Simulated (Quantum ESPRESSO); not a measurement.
# Mn3GaC: energy against a fixed spin moment

Aim: the energy of Mn3GaC as a function of the total spin moment of its primitive cell.

Calculated with Quantum ESPRESSO 7.5; PBEsol; plane waves with GBRV 1.5 PBEsol potentials, no spin-orbit coupling.

## (1) The starting structure

Symmetry: Pm-3m, No. 221, cubic system. Conventional cell: a = 3.896 Å, b = 3.896 Å, c = 3.896 Å, α = 90.00°, β = 90.00°, γ = 90.00°. Mn has 2 C at 1.95 Å and 4 Ga at 2.75 Å and 8 Mn at 2.75 Å nearest. Nearest to Ga lie 12 Mn at 2.75 Å. C has 6 Mn at 1.95 Å nearest. Farther neighbours are not listed.

The cell comes from the Crystallography Open Database.

## (2) The free run

pw.in reads:

```
&CONTROL
  calculation = 'scf'
  prefix = 'pwscf'
  outdir = './tmp'
  pseudo_dir = './pseudo'
  disk_io = 'nowf'
/
&SYSTEM
  ibrav = 0
  celldm(1) = 8
  nat = 5
  ntyp = 3
  ecutwfc = 40
  ecutrho = 280
  nbnd = 50
  occupations = 'smearing'
  smearing = 'fd'
  degauss = 0.00367493
  nspin = 2
  starting_magnetization(1) = 0.2333
  starting_magnetization(2) = 0
  starting_magnetization(3) = 0
/
&ELECTRONS
  conv_thr = 1d-08
  electron_maxstep = 150
  mixing_beta = 0.3
/
ATOMIC_SPECIES
Mn     54.9380 mn_pbesol_v1.5.uspp.F.UPF
Ga     69.7230 ga_pbesol_v1.4.uspp.F.UPF
C      12.0110 c_pbesol_v1.2.uspp.F.UPF
CELL_PARAMETERS alat
   0.9202966226928    0.0000000000000    0.0000000000000
   0.0000000000000    0.9202966226928    0.0000000000000
   0.0000000000000    0.0000000000000    0.9202966226928
ATOMIC_POSITIONS crystal
Mn      0.0000000000    0.5000000000    0.5000000000
Mn      0.5000000000    0.0000000000    0.5000000000
Mn      0.5000000000    0.5000000000    0.0000000000
Ga      0.0000000000    0.0000000000    0.0000000000
C       0.5000000000    0.5000000000    0.5000000000
K_POINTS automatic
8 8 8 0 0 0
```

Command:

```bash
$ OMP_NUM_THREADS=1 mpirun -n 2 pw.x -nk 2 -in pw.in > pw.out
```

The log of the run:

```text
Program PWSCF v.7.5 starts

     Message from routine setup:
     using ibrav=0 with symmetry is DISCOURAGED, use correct ibrav instead

     K-points division:     npool     =       2
     Subspace diagonalization in iterative solution of the eigenvalue problem:

     G-vector sticks info
     --------------------
     sticks:   dense  smooth     PW     G-vecs:    dense   smooth      PW
     Sum        1201     681    221                31463    13613    2373

     Using Slab Decomposition

     bravais-lattice index     =            0
     lattice parameter (alat)  =       8.0000  a.u.
     unit-cell volume          =     399.0740 (a.u.)^3
     number of atoms/cell      =            5
     number of atomic types    =            3
     number of electrons       =        68.00
     number of Kohn-Sham states=           50
     kinetic-energy cutoff     =      40.0000  Ry
     charge density cutoff     =     280.0000  Ry
     scf convergence threshold =      1.0E-08
     mixing beta               =       0.3000
     number of iterations used =            8  plain     mixing
     Exchange-correlation= SLA  PW   PSX  PSC
                           (   1   4  10   8   0   0   0)

     celldm(1)=   8.000000  celldm(2)=   0.000000  celldm(3)=   0.000000
     celldm(4)=   0.000000  celldm(5)=   0.000000  celldm(6)=   0.000000

     crystal axes: (cart. coord. in units of alat)
               a(1) = (   0.920297   0.000000   0.000000 )
               a(2) = (   0.000000   0.920297   0.000000 )
               a(3) = (   0.000000   0.000000   0.920297 )

     reciprocal axes: (cart. coord. in units 2 pi/alat)
               b(1) = (  1.086606  0.000000  0.000000 )
               b(2) = (  0.000000  1.086606  0.000000 )
               b(3) = (  0.000000  0.000000  1.086606 )

     PseudoPot. # 1 for Mn read from file:
     mn_pbesol_v1.5.uspp.F.UPF
     Pseudo is Ultrasoft + core correction, Zval = 15.0
     Generated by new atomic code, or converted to UPF format
     Using radial grid of  859 points,  6 beta functions with:
                l(1) =   0
                l(2) =   0
                l(3) =   1
                l(4) =   1
                l(5) =   2
                l(6) =   2
     Q(r) pseudized with  8 coefficients,  rinner =    0.950   0.950   0.950
                                                       0.950   0.950

     PseudoPot. # 2 for Ga read from file:
     ga_pbesol_v1.4.uspp.F.UPF
     Pseudo is Ultrasoft + core correction, Zval = 19.0
     Generated by new atomic code, or converted to UPF format
     Using radial grid of  871 points,  6 beta functions with:
                l(1) =   0
                l(2) =   0
                l(3) =   1
                l(4) =   1
                l(5) =   2
                l(6) =   2
     Q(r) pseudized with  8 coefficients,  rinner =    1.250   1.250   1.250
                                                       1.250   1.250

     PseudoPot. # 3 for C  read from file:
     c_pbesol_v1.2.uspp.F.UPF
     Pseudo is Ultrasoft + core correction, Zval =  4.0
     Generated by new atomic code, or converted to UPF format
     Using radial grid of  721 points,  4 beta functions with:
                l(1) =   0
                l(2) =   0
                l(3) =   1
                l(4) =   1
     Q(r) pseudized with  8 coefficients,  rinner =    1.100   1.100   1.100

     atomic species   valence    mass     pseudopotential
     Mn               15.00    54.93800     Mn( 1.00)
     Ga               19.00    69.72300     Ga( 1.00)
     C                 4.00    12.01100     C ( 1.00)

     Starting magnetic structure
     atomic species   magnetization
     Mn              0.233
     Ga              0.000
     C               0.000

     48 Sym. Ops., with inversion, found

   Cartesian axes

     site n.     atom                  positions (alat units)
         1        Mn     tau(   1) = (   0.0000000   0.4601483   0.4601483  )
         2        Mn     tau(   2) = (   0.4601483   0.0000000   0.4601483  )
         3        Mn     tau(   3) = (   0.4601483   0.4601483   0.0000000  )
         4        Ga     tau(   4) = (   0.0000000   0.0000000   0.0000000  )
         5        C      tau(   5) = (   0.4601483   0.4601483   0.4601483  )

     number of k points=    35  Fermi-Dirac smearing, width (Ry)=  0.0037
                       cart. coord. in units 2pi/alat
        k(    1) = (   0.0000000   0.0000000   0.0000000), wk =   0.0019531
        k(    2) = (   0.0000000   0.0000000   0.1358258), wk =   0.0117188
        k(    3) = (   0.0000000   0.0000000   0.2716515), wk =   0.0117188
        k(    4) = (   0.0000000   0.0000000   0.4074773), wk =   0.0117188
        k(    5) = (   0.0000000   0.0000000  -0.5433031), wk =   0.0058594
        [... 30 further k-points ...]

     Dense  grid:    31463 G-vectors     FFT dimensions: (  40,  40,  40)

     Smooth grid:    13613 G-vectors     FFT dimensions: (  30,  30,  30)

     Check: negative core charge=   -0.000054
     Generating pointlists ...
     new r_m :   0.1898 (alat units)  1.5185 (a.u.) for type    1
     new r_m :   0.2684 (alat units)  2.1475 (a.u.) for type    2
     new r_m :   0.1898 (alat units)  1.5185 (a.u.) for type    3

     Initial potential from superposition of free atoms

     starting charge      65.4997, renormalised to      68.0000
     Starting wfcs are   55 randomized atomic wfcs

     Self-consistent Calculation

     iteration #  1     ecut=    40.00 Ry     beta= 0.30
     Davidson diagonalization with overlap
     ethr =  1.00E-02,  avg # of iterations =  3.3

     total energy              =   -1057.65548625 Ry
     estimated scf accuracy    <       9.70712249 Ry

     total magnetization       =     5.40 Bohr mag/cell
     absolute magnetization    =     5.79 Bohr mag/cell

     iteration #  2     ecut=    40.00 Ry     beta= 0.30
     Davidson diagonalization with overlap
     ethr =  1.00E-02,  avg # of iterations =  2.0

     total energy              =   -1059.62022183 Ry
     estimated scf accuracy    <       0.52228639 Ry

     total magnetization       =     7.40 Bohr mag/cell
     absolute magnetization    =     8.08 Bohr mag/cell

     iteration #  3     ecut=    40.00 Ry     beta= 0.30
     Davidson diagonalization with overlap
     ethr =  7.68E-04,  avg # of iterations =  2.5

     total energy              =   -1059.71919362 Ry
     estimated scf accuracy    <       0.07380268 Ry

     total magnetization       =     6.96 Bohr mag/cell
     absolute magnetization    =     7.67 Bohr mag/cell

     [... further iterations left out ...]

     iteration # 11     ecut=    40.00 Ry     beta= 0.30
     Davidson diagonalization with overlap
     ethr =  6.18E-09,  avg # of iterations =  2.1

     total energy              =   -1059.73906165 Ry
     estimated scf accuracy    <       0.00000046 Ry

     total magnetization       =     5.82 Bohr mag/cell
     absolute magnetization    =     6.58 Bohr mag/cell

     iteration # 12     ecut=    40.00 Ry     beta= 0.30
     Davidson diagonalization with overlap
     ethr =  6.81E-10,  avg # of iterations =  2.5

     total energy              =   -1059.73906226 Ry
     estimated scf accuracy    <       0.00000057 Ry

     total magnetization       =     5.82 Bohr mag/cell
     absolute magnetization    =     6.57 Bohr mag/cell

     iteration # 13     ecut=    40.00 Ry     beta= 0.30
     Davidson diagonalization with overlap
     ethr =  6.81E-10,  avg # of iterations =  1.6

     total energy              =   -1059.73906240 Ry
     estimated scf accuracy    <       0.00000004 Ry

     total magnetization       =     5.82 Bohr mag/cell
     absolute magnetization    =     6.57 Bohr mag/cell

     iteration # 14     ecut=    40.00 Ry     beta= 0.30
     Davidson diagonalization with overlap
     ethr =  5.93E-11,  avg # of iterations =  2.1

     Magnetic moment per site  (integrated on atomic sphere of radius R)
     atom   1 (R=0.190)  charge= 12.0110  magn=  1.7851
     atom   2 (R=0.190)  charge= 12.0110  magn=  1.7851
     atom   3 (R=0.190)  charge= 12.0110  magn=  1.7851
     atom   4 (R=0.268)  charge= 17.6223  magn= -0.1177
     atom   5 (R=0.190)  charge=  3.0534  magn= -0.1632

     End of self-consistent calculation

     [... lines left out ...]
     the Fermi energy is    15.7537 ev

!    total energy              =   -1059.73906250 Ry
     estimated scf accuracy    <          3.1E-09 Ry
     smearing contrib. (-TS)   =      -0.00338365 Ry
     internal energy E=F+TS    =   -1059.73567885 Ry

     The total energy is F=E-TS. E is the sum of the following terms:
     one-electron contribution =    -591.92607208 Ry
     hartree contribution      =     331.52467926 Ry
     xc contribution           =    -130.55769124 Ry
     ewald contribution        =    -668.77659479 Ry

     total magnetization       =     5.82 Bohr mag/cell
     absolute magnetization    =     6.57 Bohr mag/cell

     convergence has been achieved in  14 iterations

=------------------------------------------------------------------------------=
   JOB DONE.
=------------------------------------------------------------------------------=
```

Run time: 72 s. Hardware: 2 MPI ranks of Arm Neoverse V1, shared host; peak memory 0.34 GiB.

Spin moment in the atom's sphere by atom:

```csv
atom,spin moment in the atom's sphere (μB)
Mn1,1.79
Mn2,1.79
Mn3,1.79
Ga4,-0.12
C5,-0.16
```

This step gave:

- smearing term TS: 0.04604 eV
- magnetization: 5.815 μB
- absolute magnetization: 6.569 μB
- final state: ferromagnetic

## (3) Moment fixed at 0 μB

The two spin channels are filled to separate Fermi energies, so that the total moment meets the target. Half of the up one less the down one is the slope dE/dM.

pw.in: that of step 2 with these lines changed.

```diff
@@ -14,3 +14,3 @@
   ecutrho = 280
-  nbnd = 50
+  nbnd = 49
   occupations = 'smearing'
@@ -19,5 +19,6 @@
   nspin = 2
-  starting_magnetization(1) = 0.2333
+  starting_magnetization(1) = 0.0117
   starting_magnetization(2) = 0
   starting_magnetization(3) = 0
+  tot_magnetization = 0
 /
```

The log of the run:

```text
     [... lines left out ...]
Program PWSCF v.7.5 starts
     [... lines left out ...]
     number of atoms/cell      =            5
     [... lines left out ...]
     number of electrons       =        68.00 (up:  34.00, down:  34.00)
     number of Kohn-Sham states=           49
     kinetic-energy cutoff     =      40.0000  Ry
     charge density cutoff     =     280.0000  Ry
     scf convergence threshold =      1.0E-08
     [... lines left out ...]
     48 Sym. Ops., with inversion, found
     [... lines left out ...]
     number of k points=    35  Fermi-Dirac smearing, width (Ry)=  0.0037
     [... lines left out ...]
     iteration # 12     ecut=    40.00 Ry     beta= 0.30
     [... lines left out ...]
     Magnetic moment per site  (integrated on atomic sphere of radius R)
     atom   1 (R=0.190)  charge= 11.9899  magn=  0.0000
     atom   2 (R=0.190)  charge= 11.9899  magn=  0.0000
     atom   3 (R=0.190)  charge= 11.9899  magn=  0.0000
     atom   4 (R=0.268)  charge= 17.6086  magn= -0.0000
     atom   5 (R=0.190)  charge=  3.0472  magn= -0.0000
     [... lines left out ...]
     the spin up/dw Fermi energies are    15.4261   15.4265 ev
!    total energy              =   -1059.69325880 Ry
     estimated scf accuracy    <          4.5E-09 Ry
     smearing contrib. (-TS)   =      -0.00654234 Ry
     [... lines left out ...]
     total magnetization       =     0.00 Bohr mag/cell
     absolute magnetization    =     0.00 Bohr mag/cell
     convergence has been achieved in  12 iterations
```

Wall time 60 s (2 MPI ranks); peak memory 0.32 GiB; 2 min of CPU time.

Numbers from this step:

```yaml
magnetization: 0 μB
absolute_magnetization: 0 μB
half_the_difference_of_the_two_fermi_energies: -0.2 meV
largest_moment: 0 μB
```

## (4) Moment fixed at 1.308 μB

pw.in: that of step 3 with these lines changed.

```diff
@@ -19,6 +19,6 @@
   nspin = 2
-  starting_magnetization(1) = 0.0117
+  starting_magnetization(1) = 0.0291
   starting_magnetization(2) = 0
   starting_magnetization(3) = 0
-  tot_magnetization = 0
+  tot_magnetization = 1.308
 /
```

The log of the run:

```text
     [... lines left out ...]
Program PWSCF v.7.5 starts
     [... lines left out ...]
     number of atoms/cell      =            5
     [... lines left out ...]
     number of electrons       =        68.00 (up:  34.65, down:  33.35)
     number of Kohn-Sham states=           49
     kinetic-energy cutoff     =      40.0000  Ry
     charge density cutoff     =     280.0000  Ry
     scf convergence threshold =      1.0E-08
     [... lines left out ...]
     48 Sym. Ops., with inversion, found
     [... lines left out ...]
     number of k points=    35  Fermi-Dirac smearing, width (Ry)=  0.0037
     [... lines left out ...]
     iteration # 14     ecut=    40.00 Ry     beta= 0.30
     [... lines left out ...]
     Magnetic moment per site  (integrated on atomic sphere of radius R)
     atom   1 (R=0.190)  charge= 11.9910  magn=  0.4234
     atom   2 (R=0.190)  charge= 11.9910  magn=  0.4234
     atom   3 (R=0.190)  charge= 11.9910  magn=  0.4234
     atom   4 (R=0.268)  charge= 17.6086  magn= -0.0444
     atom   5 (R=0.190)  charge=  3.0484  magn= -0.0417
     [... lines left out ...]
     the spin up/dw Fermi energies are    15.2395   15.5456 ev
!    total energy              =   -1059.70235647 Ry
     estimated scf accuracy    <          4.9E-09 Ry
     smearing contrib. (-TS)   =      -0.00507248 Ry
     [... lines left out ...]
     total magnetization       =     1.31 Bohr mag/cell
     absolute magnetization    =     1.59 Bohr mag/cell
     convergence has been achieved in  14 iterations
```

Run time: 69 s. Hardware: 2 MPI ranks; peak memory 0.32 GiB; 2.3 min of CPU time.

Spin moment in the atom's sphere by atom:

| atom | spin moment in the atom's sphere (μB) |
| --- | --- |
| Mn1 | 0.423 |
| Mn2 | 0.423 |
| Mn3 | 0.423 |
| Ga4 | -0.044 |
| C5 | -0.042 |

Read from the output:

```
magnetization                                 : 1.308 μB
absolute magnetization                        : 1.589 μB
half the difference of the two Fermi energies : -153.1 meV
```

## (5) Moment fixed at 2.617 μB

pw.in: that of step 4 with these lines changed.

```diff
@@ -14,3 +14,3 @@
   ecutrho = 280
-  nbnd = 49
+  nbnd = 50
   occupations = 'smearing'
@@ -19,6 +19,6 @@
   nspin = 2
-  starting_magnetization(1) = 0.0291
+  starting_magnetization(1) = 0.0582
   starting_magnetization(2) = 0
   starting_magnetization(3) = 0
-  tot_magnetization = 1.308
+  tot_magnetization = 2.617
 /
```

The log of the run:

```text
     [... lines left out ...]
Program PWSCF v.7.5 starts
     [... lines left out ...]
     number of atoms/cell      =            5
     [... lines left out ...]
     number of electrons       =        68.00 (up:  35.31, down:  32.69)
     number of Kohn-Sham states=           50
     kinetic-energy cutoff     =      40.0000  Ry
     charge density cutoff     =     280.0000  Ry
     scf convergence threshold =      1.0E-08
     [... lines left out ...]
     48 Sym. Ops., with inversion, found
     [... lines left out ...]
     number of k points=    35  Fermi-Dirac smearing, width (Ry)=  0.0037
     [... lines left out ...]
     iteration # 13     ecut=    40.00 Ry     beta= 0.30
     [... lines left out ...]
     Magnetic moment per site  (integrated on atomic sphere of radius R)
     atom   1 (R=0.190)  charge= 11.9927  magn=  0.8235
     atom   2 (R=0.190)  charge= 11.9927  magn=  0.8235
     atom   3 (R=0.190)  charge= 11.9927  magn=  0.8235
     atom   4 (R=0.268)  charge= 17.6092  magn= -0.0661
     atom   5 (R=0.190)  charge=  3.0493  magn= -0.0834
     [... lines left out ...]
     the spin up/dw Fermi energies are    15.1896   15.5746 ev
!    total energy              =   -1059.71908641 Ry
     estimated scf accuracy    <          4.3E-09 Ry
     smearing contrib. (-TS)   =      -0.00408597 Ry
     [... lines left out ...]
     total magnetization       =     2.62 Bohr mag/cell
     absolute magnetization    =     3.04 Bohr mag/cell
     convergence has been achieved in  13 iterations
```

Wall time 65 s (2 MPI ranks); peak memory 0.34 GiB.

This step gave:

```yaml
magnetization: 2.617 μB
absolute_magnetization: 3.036 μB
half_the_difference_of_the_two_fermi_energies: -192.5 meV
largest_moment: 0.8235 μB
```

## (6) The curve

The runs not shown differ in the target, the start and the number of states alone. The point at 5.82 μB is the free run, entered with slope zero.

Table of energy over the lowest by total spin moment:

| total spin moment (μB a cell) | energy over the lowest (meV a cell) |
| --- | --- |
| 0.00 | 623 |
| 1.31 | 499 |
| 2.62 | 272 |
| 3.92 | 59.7 |
| 5.23 | 6.45 |
| 5.82 | 0 |
| 6.54 | 43.9 |
| 7.85 | 220 |

The dE/dM by total spin moment:

```
total spin moment (μB a cell)  dE/dM (meV/μB)
                         0.00          -0.186
                         1.31            -153
                         2.62            -192
                         3.92           -96.9
                         5.23           -15.6
                         5.82               0
                         6.54             113
                         7.85             159
```

The largest site moment by total spin moment:

```csv
total spin moment (μB a cell),largest site moment (μB)
0.00,3.7e-5
1.31,0.423
2.62,0.824
3.92,1.21
5.23,1.61
5.82,1.79
6.54,1.99
7.85,2.34
```

## (7) Summary of results

```json
{
 "moment of the free run": "5.82 μB a cell",
 "energy at zero total moment": "623 meV a cell over the lowest",
 "ΔE/ΔM² from the lowest point to 6.54 and to 5.23 μB": "83 and 19 meV/μB²"
}
```

At zero total moment the site moments vanish, so the 623 meV a cell is the energy of forming them. The points show one minimum alone. All runs start parallel; opposed orders may lie lower.

[Logs and program files are shortened in this print: banners, set-up blocks, solver, clock and traceback lines can be left out without a mark of their own.]

[Logs are printed without paths, hosts, clocks, repeated set-up lines and the standing remarks that a program may print on its own settings, such as how far it seeks lower states.]

[Hosts, paths, dates, database ids (printed as entryN), source tags and the programs' standing remarks are cut or masked in the printed files.]

[Where a cell is said to come from a database of computed structures, the database is the Materials Project.]
